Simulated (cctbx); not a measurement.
**Which space group?**

Cell: a = 6.0920 Å, b = 3.7880 Å, c = 7.0330 Å, α = 90.00°, β = 90.00°, γ = 90.00°. Expected content of the cell: Hf4 As4 Be4.

The data are simulated with cctbx, not measured: Mo Kα, λ = 0.71073 Å, to d = 0.75 Å, 50 % of the full sphere, strongest reflection 5000 counts, noise from counting, a 6 % proportional error and a noise floor of 2 counts (s.d.); no absorption, some extinction.

Tests on the unmerged data give:

```text
740 reflections to d = 0.752 A
centring   violations  <I/sigma> of those
    A        281 of   363      9.6
    B        279 of   379      9.4
    C        300 of   358     10.5
    I        297 of   386      8.5
    R        409 of   483     10.4
    F        430 of   550      9.8
Laue class    unique    Rint  (classes that these axes allow; Friedel mates merged)
P -1              561   0.039
P 1 2/m 1         398   0.041
P 1 1 2/m         381   0.042
P 2/m 1 1         374   0.042
P m m m           252   0.045
space group    extra absences  I>4sigma  <I/sigma>
P 2 2 2                 0          0         -  acentric
P 2 2 21                8          0       0.4  acentric
P 21 2 2                4          0       0.8  acentric
P 2 21 2                2          0       0.2  acentric
P 21 21 2               6          0       0.6  acentric
P 2 21 21              10          0       0.4  acentric
P 21 2 21              12          0       0.6  acentric
P 21 21 21             14          0       0.5  acentric
P m m 2                 0          0         -  acentric
P 2 m m                 0          0         -  acentric
P m 2 m                 0          0         -  acentric
P 21 m a               31          0       0.2  acentric
P m 2 a                31          0       0.2  acentric
P n m 21               32          0       0.1  acentric
P n 21 m               32          0       0.1  acentric
P n 21 a               63          0       0.2  acentric
P m m m                 0          0         -  centric
P m m a                31          0       0.2  centric
P n m m :1             32          0       0.1  centric
P n m m :2             32          0       0.1  centric
P n m a                63          0       0.2  centric
Wilson B = -0.05 A^2   <|E^2-1|> = 0.767 (0.968 centric, 0.736 acentric)   E^2>4: 1.3 %
shell (A)         n   <I/sigma>
 7.03 - 1.50     39     14.2
 1.50 - 1.19     33     15.1
 1.19 - 1.04     32     15.4
 1.04 - 0.95     33     14.8
 0.95 - 0.88     28     15.7
 0.88 - 0.83     31     15.9
 0.83 - 0.79     26     15.6
 0.79 - 0.75     30     16.3
```

**Question.** What are the lattice type, the Laue class and the likely space group?

Every centring test has many violations, so the lattice is primitive.

Rint stays low (0.039 to 0.045) up to P m m m, the highest class in these axes.

21 settings pass the absence test. The most absences obeyed, 63, belong to P n 21 a and P n m a, which absences can't tell apart.

⟨|E²−1|⟩ = 0.767 leans to a non-centrosymmetric structure. Here that hint misleads: the statistic assumes many like atoms on general positions, and few, heavy or special-position atoms break it. The Wilson B of -0.05 Å² means U ≈ -0.0006 Å², too small to be real: the Wilson fit fails with so few reflections and atoms.

The true group is Pnma (no. 62), Laue class mmm, centrosymmetric. The tables only narrow the choice to the tied entries; cell content, site symmetry and trial solutions must settle it.

This is a model crystal, built by substitution and not relaxed, with assumed displacement parameters.

[Logs are printed without paths, hosts, clocks, repeated set-up lines and the standing remarks that a program may print on its own settings, such as how far it seeks lower states.]
